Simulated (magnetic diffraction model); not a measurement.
# PrBe14Pb below its ordering temperature

Space group P-6m2 (no. 187), a = 5.1220 Å, c = 7.9090 Å.

| site | atom | x | y | z |
| --- | --- | --- | --- | --- |
| 1b | Pb | 0 | 0 | 1/2 |
| 1a | Pr | 0 | 0 | 0 |
| 2i | Be | 2/3 | 1/3 | 0.7520 |
| 6n | Be | 0.6759 | 0.8379 | 0.7318 |
| 3k | Be | 0.4955 | 0.5045 | 1/2 |
| 3j | Be | 0.4927 | 0.5073 | 0 |

The compound is invented for this exercise: a known structure type with other elements, its cell scaled to their sizes and not relaxed.

Only Pr is taken to order (form factors of Pr3+); orders and moment sizes are assumed, and not adapted to the symmetry. Radiation: neutrons of λ = 2.0775 Å, 5° to 75°; isotropic B of 0.21 Å² (Pb), 0.24 Å² (Pr) and 0.47 Å² (Be). The intensities are simulated: I ∝ L Σ (|F_N|² + |F_M⊥|²) for unpolarised neutrons, with F_M = 2.695 fm/μB × Σ f(s) S exp(2πi Q·r) exp(−B s²) at Q = H ± k (one set where k and −k are equivalent), only the part normal to Q counting and L = 1/(sin²θ cos θ). For collinear order S is the moment m, which repeats by lattice and centring translations R with the sign exp(−2πi k·R). Form factors are spin-only for 3d ions and dipole or tabulated for f ions, scattering lengths are Sears's of 1992, and absorption is left out. A label names one of the reflections at its angle. The strongest nuclear line in the range is 100, and lines under 0.2 are left out.

Above the ordering temperature:

```
2θ (°)    index      I
 15.09  (0 0 1)    2.2
 31.15  (1 0 1)    1.2
 41.21  (1 0 2)    0.4
 46.41  (0 0 3)    0.3
 54.56  (1 0 3)    0.4
 55.85  (2 0 0)   21.6
 58.21  (2 0 1)    0.3
 63.38  (0 0 4)   21.9
 64.96  (2 0 2)  100.0
 68.87  (1 1 3)    0.9
```

Below it (cell unchanged):

```
2θ (°)      I
  7.53    1.4
 15.09    2.2
 28.15    1.6
 31.15    1.2
 35.64    0.7
 41.21    0.4
 46.41    0.3
 47.57    0.3
 48.52    0.5
 53.60    0.4
 54.56    0.4
 55.85   21.6
 56.45    0.4
 58.21    0.3
 61.07    0.3
 62.91    0.2
 63.38   21.9
 64.96  100.0
 68.87    0.9
```

**Question.** Find the propagation vector, then choose among these models:
A. collinear moments along [100], 2.7 μB on Pr
B. collinear moments along [101], 2.7 μB on Pr
C. collinear moments along [001], 2.7 μB on Pr

The new lines index as (0 0 1/2) at 7.53°, (1 0 1/2) at 28.15°, (1 0 3/2) at 35.64° and (1 0 5/2) at 47.57°, that is as H ± k with k = (0 0 1/2). Half indices mean that the moments reverse under translations with k·R a half-integer, and the magnetic cell has twice the primitive volume.

Magnetic intensity, observed (below minus above) and for each model:

| 2θ (°) | index | observed | A | B | C |
| --- | --- | --- | --- | --- | --- |
| 7.53 | (0 0 1/2) | 1.4 | 4.8 | 1.4 | <0.2 |
| 22.72 | (0 0 3/2) | <0.2 | 0.5 | <0.2 | <0.2 |
| 28.15 | (1 0 1/2) | 1.6 | 1.1 | 1.6 | 1.8 |
| 35.64 | (1 0 3/2) | 0.7 | 0.8 | 0.7 | 0.7 |
| 47.57 | (1 0 5/2) | 0.3 | 0.5 | 0.3 | 0.2 |
| 48.52 | (1 1 1/2) | 0.5 | 0.3 | 0.5 | 0.6 |

Model B matches.

The structure used: k = (0 0 1/2), collinear moments along [101], 2.7 μB on Pr.

[Logs are printed without paths, hosts, clocks, repeated set-up lines and the standing remarks that a program may print on its own settings, such as how far it seeks lower states.]
